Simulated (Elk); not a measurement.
## MnHg: energy against a fixed spin moment

Aim: the energy of MnHg as a function of its total spin moment.

Program: Elk 11.2.3 (patched build). Level of theory: PBEsol; all-electron APW+lo, Dirac cores, scalar-relativistic bands. Results are calculated unless marked as measured.

### 1. The structure

It takes space group Pm-3m (No. 221, cubic). The conventional cell has a = 3.315 Å, b = 3.315 Å, c = 3.315 Å, α = 90.00°, β = 90.00°, γ = 90.00°. Mn has 8 Hg at 2.87 Å nearest. Nearest to Hg lie 8 Mn at 2.87 Å. Farther neighbours are not listed.

Coordinates:

```cif
data_structure
_symmetry_space_group_name_H-M 'Pm-3m'
_symmetry_Int_Tables_number 221
_cell_length_a 3.3150
_cell_length_b 3.3150
_cell_length_c 3.3150
_cell_angle_alpha 90.000
_cell_angle_beta 90.000
_cell_angle_gamma 90.000
_cell_volume 36.43
loop_
_atom_site_label
_atom_site_type_symbol
_atom_site_symmetry_multiplicity
_atom_site_Wyckoff_symbol
_atom_site_fract_x
_atom_site_fract_y
_atom_site_fract_z
_atom_site_occupancy
Mn1 Mn 1 b 0.50000 0.50000 0.50000 1
Hg1 Hg 1 a 0.00000 0.00000 0.00000 1
```

### 2. Unconstrained state

The free run shows where the moment settles by itself and gives the state from which the held runs start.

Moments are seeded by fields in the spheres (the last three columns under atoms), set against the wanted direction and reduced each loop.

The input, elk.in:

```
tasks
  0

xctype
  22

rgkmax
  7.0

nempty
  14

swidth
  0.003

reducebf
  0.5

epsengy
  1e-05

maxscl
  120

lmaxi
  3

spinpol
  .true.

sppath
  './'

avec
  6.26444210313 0.00000000000 0.00000000000
  0.00000000000 6.26444210313 0.00000000000
  0.00000000000 0.00000000000 6.26444210313

atoms
  2
  'Mn.in'
  1
  0.5000000000 0.5000000000 0.5000000000   0.000000 0.000000 -0.262500
  'Hg.in'
  1
  0.0000000000 0.0000000000 0.0000000000   0.000000 0.000000 0.000000

ngridk
  8 8 8
```

Started as:

```sh
$ OMP_NUM_THREADS=4 elk
```

Numbers of over 12 decimals in the logs are rounded to 6 here.

Log:

```text
┌─────────────────────────┐
│ Elk code version 11.2.3 │
└─────────────────────────┘

All units are atomic (Hartree, Bohr, etc.)

┌─────────────────────────────────────────────────┐
│ Ground-state run starting from atomic densities │
└─────────────────────────────────────────────────┘

Lattice vectors :
   6.264442103       0.000000000       0.000000000
   0.000000000       6.264442103       0.000000000
   0.000000000       0.000000000       6.264442103

Reciprocal lattice vectors :
   1.002991999       0.000000000       0.000000000
   0.000000000       1.002991999       0.000000000
   0.000000000       0.000000000       1.002991999

Unit cell volume      :    245.8369727
Brillouin zone volume :    1.009002880

Muffin-tin inner radius fraction :   0.1000000000E-01

Nuclei treated as point charges

Species : 1 (Mn)
 parameters loaded from : Mn.in
 name : manganese
 nuclear charge    :   -25.00000000
 electronic charge :    25.00000000
 atomic mass :    100145.9370
 muffin-tin radius :    2.400000000
 number of radial points in muffin-tin :    993
 inner part over the whole radius :   0.9953723401E-02
 number on inner part of muffin-tin    :    700
 approximate nuclear radius :   0.7074591925E-04
 number of mesh points to nuclear radius :    330
 atomic positions (lattice), magnetic fields (Cartesian) :
  1 :   0.00000000  0.00000000  0.00000000    0.00000000  0.00000000 -0.26250000

Species : 2 (Hg)
 parameters loaded from : Hg.in
 name : mercury
 nuclear charge    :   -80.00000000
 electronic charge :    80.00000000
 atomic mass :    365653.2015
 muffin-tin radius :    2.800000000
 number of radial points in muffin-tin :   1393
 inner part over the whole radius :   0.9911313582E-02
 number on inner part of muffin-tin    :   1000
 approximate nuclear radius :   0.1038385165E-03
 number of mesh points to nuclear radius :    524
 atomic positions (lattice), magnetic fields (Cartesian) :
  1 :   0.50000000  0.50000000  0.50000000    0.00000000  0.00000000  0.00000000

Total number of atoms per unit cell :    2
Total muffin-tin volume :    149.8581584
 ratio of muffin-tin to unit cell volume :   0.6095834841

Spin treatment :
 spin-polarised
 global magnetic field (Cartesian) :    0.000000000       0.000000000       0.000000000
 collinear magnetisation in z-direction

Number of Bravais lattice symmetries :   48
Number of crystal symmetries         :   48
Crystal has inversion symmetry
Real symmetric eigensolver will be used

k-point grid :      8     8     8
k-point offset :    0.000000000       0.000000000       0.000000000
k-point set is reduced with full crystal symmetry group
Total number of k-points :       35

Muffin-tin radius times maximum |G+k| :    7.000000000
 using average radius
Maximum |G+k| for APW functions       :    2.692307692
Maximum (1/2)|G+k|²                   :    3.624260355
Maximum |G| for potential and density :    12.00000000
Constant for pseudocharge density :    8
 order of it for each species :   15  15
 order of it for pair densities of each species (exact exchange by exxq0 0: 15) :    8  11
Radial integration step length :    1

G-vector grid sizes :     24    24    24
Number of G-vectors :     7123

Maximum angular momentum used for
 APW functions            :    8
 outer part of muffin-tin :    6
 inner part of muffin-tin :    3

Total nuclear charge    :   -105.0000000
Total core charge       :    72.00000000
Total valence charge    :    33.00000000
Total excess charge     :    0.000000000
Total electronic charge :    105.0000000

Effective Wigner radius, rₛ :   0.8237392570

Number of empty states         :     28
Total number of valence states :     90
Total number of core states    :     72

Third-order local-orbitals added for an l without core states : T
Total number of local-orbitals :     40

Exchange-correlation functional :     22     0     0
 PBEsol, Phys. Rev. Lett. 100, 136406 (2008)
 gradient requirement :    1
 generalised gradient approximation (GGA)

Smearing type :    3
 Fermi-Dirac
Smearing width :   0.3000000000E-02
Effective electronic temperature (K) :    947.3250744

Mixing type :    3
 Broyden mixing, J. Phys. A: Math. Gen. 17, L317 (1984)

Kohn-Sham potential initialised from atomic data

┌──────────────────────────────┐
│ Self-consistent loop started │
└──────────────────────────────┘

┌─────────────────┐
│ Loop number : 1 │
└─────────────────┘

Energies :
 Fermi                       :     0.84713995336783E-01
 sum of occupied eigenvalues :     -12793.111468375
 electron kinetic            :      23847.701009195
 core electron kinetic       :      23526.013731513
 Coulomb                     :     -44242.217915512
 Coulomb potential           :     -36098.802313907
 nuclear-nuclear             :     -1846.9129647766
 electron-nuclear            :     -48735.220069719
 Hartree                     :      6339.9151189838
 Madelung                    :     -26192.816758558
 xc potential                :     -541.86412804729
 xc effective B-field        :    -0.174526
 external B-field            :      0.000000
 exchange                    :     -412.64414259611
 correlation                 :     -6.800237
 electron entropic           :    -0.24547319342292E-02
 total energy                :     -20813.963740220
 (external B-field energy excluded from total)

Density of states at Fermi energy :    83.71270755
 (states/Hartree/unit cell)

Estimated indirect band gap :   0.1243671287E-02
 from k-point 19 to k-point 14
Estimated direct band gap   :   0.2189680491E-02
 at k-point 10

Charges :
 core                        :    72.00000000
 valence                     :    33.00000000
 interstitial                :    2.214461385
 muffin-tins (core leakage)
  species : 1 (Mn)
   atom 1                    :    24.20962648     ( -0.2246772137E-06)
  species : 2 (Hg)
   atom 1                    :    78.57591214     (  0.7856023962E-04)
 total in muffin-tins        :    102.7855386
 total calculated charge     :    104.9996363
 total charge                :    105.0000000
 error                       :   0.3636778204E-03

Moments :
 interstitial                :   0.2993677050E-01
 muffin-tins
  species : 1 (Mn)
   atom 1                    :    3.081509333
  species : 2 (Hg)
   atom 1                    :  -0.7509059903E-02
 total in muffin-tins        :    3.074000273
 total moment                :    3.103937044

┌─────────────────┐
│ Loop number : 2 │
└─────────────────┘

Energies :
 Fermi                       :     0.87979912452978E-01
 sum of occupied eigenvalues :     -12793.199040645
 electron kinetic            :      23845.350464254
 core electron kinetic       :      23523.361493622
 Coulomb                     :     -44242.359491726
 Coulomb potential           :     -36098.295316969
 nuclear-nuclear             :     -1846.9129647766
 electron-nuclear            :     -48735.998862968
 Hartree                     :      6340.5523360185
 Madelung                    :     -26193.211833241
 xc potential                :     -540.10378244129
 xc effective B-field        :    -0.177049
 external B-field            :      0.000000
 exchange                    :     -412.63325024723
 correlation                 :     -6.800124
 electron entropic           :    -0.23885047592404E-02
 total energy                :     -20816.444790276
 (external B-field energy excluded from total)

Density of states at Fermi energy :    81.29642358
 (states/Hartree/unit cell)

Estimated indirect band gap :   0.1409573922E-02
 from k-point 8 to k-point 10
Estimated direct band gap   :   0.2862887635E-02
 at k-point 10

Charges :
 core                        :    72.00000000
 valence                     :    33.00000000
 interstitial                :    2.223382090
 muffin-tins (core leakage)
  species : 1 (Mn)
   atom 1                    :    24.16921262     ( -0.2246774926E-06)
  species : 2 (Hg)
   atom 1                    :    78.60740529     (  0.7828217269E-04)
 total in muffin-tins        :    102.7766179
 total calculated charge     :    104.9996392
 total charge                :    105.0000000
 error                       :   0.3607515471E-03

Moments :
 interstitial                :   0.3280003959E-01
 muffin-tins
  species : 1 (Mn)
   atom 1                    :    3.103486529
  species : 2 (Hg)
   atom 1                    :  -0.9513845538E-02
 total in muffin-tins        :    3.093972683
 total moment                :    3.126772723

RMS change in Kohn-Sham potential (target) :    4.333212230     (  0.1000000000E-05)
Absolute change in total energy (target)   :    2.481050057     (  0.1000000000E-04)

[... loops 3 to 19 left out ...]

┌──────────────────┐
│ Loop number : 20 │
└──────────────────┘

Energies :
 Fermi                       :     0.257448
 sum of occupied eigenvalues :     -12785.947429715
 electron kinetic            :      23853.087133087
 core electron kinetic       :      23527.519382771
 Coulomb                     :     -44247.521285380
 Coulomb potential           :     -36086.773295872
 nuclear-nuclear             :     -1846.9129647766
 electron-nuclear            :     -48757.621469962
 Hartree                     :      6357.0131493586
 Madelung                    :     -26204.134637444
 xc potential                :     -551.98880994775
 xc effective B-field        :    -0.272457
 external B-field            :      0.000000
 exchange                    :     -412.73579387278
 correlation                 :     -6.796944
 electron entropic           :    -0.13550213050603E-02
 total energy                :     -20813.968245025
 (external B-field energy excluded from total)

Density of states at Fermi energy :    46.28721486
 (states/Hartree/unit cell)

Estimated indirect band gap :   0.3260761340E-03
 from k-point 11 to k-point 4
Estimated direct band gap   :   0.1703314298E-01
 at k-point 11

Charges :
 core                        :    72.00000000
 valence                     :    33.00000000
 interstitial                :    2.274355337
 muffin-tins (core leakage)
  species : 1 (Mn)
   atom 1                    :    23.56640477     ( -0.2246774535E-06)
  species : 2 (Hg)
   atom 1                    :    79.15923989     (  0.7111855822E-04)
 total in muffin-tins        :    102.7256447
 total calculated charge     :    104.9997093
 total charge                :    105.0000000
 error                       :   0.2907464612E-03

Moments :
 interstitial                :   0.1316177013
 muffin-tins
  species : 1 (Mn)
   atom 1                    :    3.834373709
  species : 2 (Hg)
   atom 1                    :  -0.4971321366E-01
 total in muffin-tins        :    3.784660495
 total moment                :    3.916278196

RMS change in Kohn-Sham potential (target) :   0.1619795779E-07 (  0.1000000000E-05)
Absolute change in total energy (target)   :   0.7573555195E-05 (  0.1000000000E-04)

Convergence targets achieved

┌──────────────────┐
│ Loop number : 21 │
└──────────────────┘

Energies :
 Fermi                       :     0.257448
 sum of occupied eigenvalues :     -12785.947429642
 electron kinetic            :      23853.087132719
 core electron kinetic       :      23527.519382337
 Coulomb                     :     -44247.521285309
 Coulomb potential           :     -36086.773295896
 nuclear-nuclear             :     -1846.9129647766
 electron-nuclear            :     -48757.621469829
 Hartree                     :      6357.0131492966
 Madelung                    :     -26204.134637361
 xc potential                :     -551.98880946534
 xc effective B-field        :    -0.272457
 external B-field            :      0.000000
 exchange                    :     -412.73579384432
 correlation                 :     -6.796944
 electron entropic           :    -0.13550211860851E-02
 total energy                :     -20813.968245296
 (external B-field energy excluded from total)

Density of states at Fermi energy :    46.28720849
 (states/Hartree/unit cell)

Estimated indirect band gap :   0.3260725322E-03
 from k-point 11 to k-point 4
Estimated direct band gap   :   0.1703313938E-01
 at k-point 11

Charges :
 core                        :    72.00000000
 valence                     :    33.00000000
 interstitial                :    2.274355318
 muffin-tins (core leakage)
  species : 1 (Mn)
   atom 1                    :    23.56640481     ( -0.2246773523E-06)
  species : 2 (Hg)
   atom 1                    :    79.15923988     (  0.7111856461E-04)
 total in muffin-tins        :    102.7256447
 total calculated charge     :    104.9997093
 total charge                :    105.0000000
 error                       :   0.2907464594E-03

Moments :
 interstitial                :   0.1316177820
 muffin-tins
  species : 1 (Mn)
   atom 1                    :    3.834373460
  species : 2 (Hg)
   atom 1                    :  -0.4971313585E-01
 total in muffin-tins        :    3.784660324
 total moment                :    3.916278106

┌──────────────────────────────┐
│ Self-consistent loop stopped │
└──────────────────────────────┘

Wrote STATE.OUT
```

It took 51 s on 4 threads of Arm Neoverse V1, shared host; peak memory 0.39 GiB; 3.2 min of CPU time.

Read from the output:

* density of states at the Fermi level: 1.701 states/eV/cell
* moment between the spheres: 0.1316 μB
* magnetization: 3.916 μB
* final state: ferromagnetic
* largest moment: 3.834 μB

After 21 cycles the largest moment stands at 3.83 μB.

### 3. Moment fixed at 3.304 μB

Holding the total moment away from its free value maps the energy around and beyond the minimum.

A uniform field is adjusted until the total moment meets the target; the run goes on from the state before.

Changes to elk.in since step 2:

```diff
@@ -1,3 +1,3 @@
 tasks
-  0
+  1
 
@@ -30,2 +30,11 @@
 
+fsmtype
+  1
+
+momfix
+  0.000000 0.000000 3.304000
+
+taufsm
+  0.005
+
 sppath
@@ -42,3 +51,3 @@
   1
-  0.5000000000 0.5000000000 0.5000000000   0.000000 0.000000 -0.262500
+  0.5000000000 0.5000000000 0.5000000000   0.000000 0.000000 -0.000262
   'Hg.in'
```

Started as:

```sh
$ OMP_NUM_THREADS=4 elk
```

Log:

```text
┌─────────────────────────┐
│ Elk code version 11.2.3 │
└─────────────────────────┘

All units are atomic (Hartree, Bohr, etc.)

┌──────────────────────────────────────────┐
│ Ground-state run resuming from STATE.OUT │
└──────────────────────────────────────────┘

Lattice vectors :
   6.264442103       0.000000000       0.000000000
   0.000000000       6.264442103       0.000000000
   0.000000000       0.000000000       6.264442103

Species : 1 (Mn)
 muffin-tin radius :    2.400000000
 atomic positions (lattice), magnetic fields (Cartesian) :
  1 :   0.00000000  0.00000000  0.00000000    0.00000000  0.00000000  0.00000000

Species : 2 (Hg)
 muffin-tin radius :    2.800000000
 atomic positions (lattice), magnetic fields (Cartesian) :
  1 :   0.50000000  0.50000000  0.50000000    0.00000000  0.00000000  0.00000000

Total number of atoms per unit cell :    2
Total muffin-tin volume :    149.8581584
 ratio of muffin-tin to unit cell volume :   0.6095834841

Spin treatment :
 spin-polarised
 global magnetic field (Cartesian) :    0.000000000       0.000000000       0.000000000
 collinear magnetisation in z-direction
 fixed spin moment (FSM) calculation, type :    1
  fixing total moment to (Cartesian) :
     0.000000000       0.000000000       3.304000000

Number of Bravais lattice symmetries :   48
Number of crystal symmetries         :   48
Crystal has inversion symmetry
Real symmetric eigensolver will be used

k-point grid :      8     8     8
k-point offset :    0.000000000       0.000000000       0.000000000
k-point set is reduced with full crystal symmetry group
Total number of k-points :       35

Muffin-tin radius times maximum |G+k| :    7.000000000
 using average radius
Maximum |G+k| for APW functions       :    2.692307692
Maximum (1/2)|G+k|²                   :    3.624260355
Maximum |G| for potential and density :    12.00000000
Constant for pseudocharge density :    8
 order of it for each species :   15  15
 order of it for pair densities of each species (exact exchange by exxq0 0: 15) :    8  11
Radial integration step length :    1

G-vector grid sizes :     24    24    24
Number of G-vectors :     7123

Maximum angular momentum used for
 APW functions            :    8
 outer part of muffin-tin :    6

Number of empty states         :     28
Total number of valence states :     90
Total number of core states    :     72

Third-order local-orbitals added for an l without core states : T
Total number of local-orbitals :     40

Exchange-correlation functional :     22     0     0
 PBEsol, Phys. Rev. Lett. 100, 136406 (2008)
 gradient requirement :    1
 generalised gradient approximation (GGA)

Smearing type :    3
 Fermi-Dirac
Smearing width :   0.3000000000E-02
Effective electronic temperature (K) :    947.3250744

Mixing type :    1
 Adaptive linear mixing

Potential read in from STATE.OUT

┌──────────────────────────────┐
│ Self-consistent loop started │
└──────────────────────────────┘

[... earlier loops left out ...]

┌──────────────────┐
│ Loop number : 42 │
└──────────────────┘

Energies :
 Fermi                       :     0.247003
 sum of occupied eigenvalues :     -12786.127860940
 electron kinetic            :      23852.968793420
 core electron kinetic       :      23527.530228438
 Coulomb                     :     -44247.427715118
 Coulomb potential           :     -36086.914022008
 nuclear-nuclear             :     -1846.9129647766
 electron-nuclear            :     -48757.357649550
 Hartree                     :      6356.8428992080
 Madelung                    :     -26203.970704114
 xc potential                :     -552.00525708499
 xc effective B-field        :    -0.217138
 external B-field            :      0.000000
 exchange                    :     -412.70322884141
 correlation                 :     -6.800666
 electron entropic           :    -0.15361272584914E-02
 total energy                :     -20813.964352716
 (external B-field energy excluded from total)

Density of states at Fermi energy :    52.16221763
 (states/Hartree/unit cell)

Estimated indirect band gap :   0.5244371173E-03
 from k-point 6 to k-point 6
Estimated direct band gap   :   0.5244371173E-03
 at k-point 6

Charges :
 core                        :    72.00000000
 valence                     :    33.00000000
 interstitial                :    2.274997446
 muffin-tins (core leakage)
  species : 1 (Mn)
   atom 1                    :    23.59087429     ( -0.2246773256E-06)
  species : 2 (Hg)
   atom 1                    :    79.13412826     (  0.7101846271E-04)
 total in muffin-tins        :    102.7250026
 total calculated charge     :    104.9996927
 total charge                :    105.0000000
 error                       :   0.3073454787E-03

Moments :
 interstitial                :   0.2284026512E-01
 muffin-tins
  species : 1 (Mn)
   atom 1                    :    3.411635543
  species : 2 (Hg)
   atom 1                    :  -0.1305280795
 total in muffin-tins        :    3.281107463
 total moment                :    3.303947728

FSM global effective field   :   0.1203437264E-01

┌──────────────────────────────┐
│ Self-consistent loop stopped │
└──────────────────────────────┘

Wrote STATE.OUT
```

It took 1.7 min on 4 threads; peak memory 0.38 GiB; 6.4 min of CPU time.

Numbers from this step:

```
magnetization : 3.304 μB
```

It lies 106 meV a cell above the free run.

(Part 1 of 2 ends here.)

[Logs and program files are shortened in this print: banners, set-up blocks, solver, clock and traceback lines can be left out without a mark of their own.]

[Logs are printed without paths, hosts, clocks, repeated set-up lines and the standing remarks that a program may print on its own settings, such as how far it seeks lower states.]

[Hosts, paths, dates, database ids (printed as entryN), source tags and the programs' standing remarks are cut or masked in the printed files.]

[Where a cell is said to come from a database of computed structures, the database is the Materials Project.]
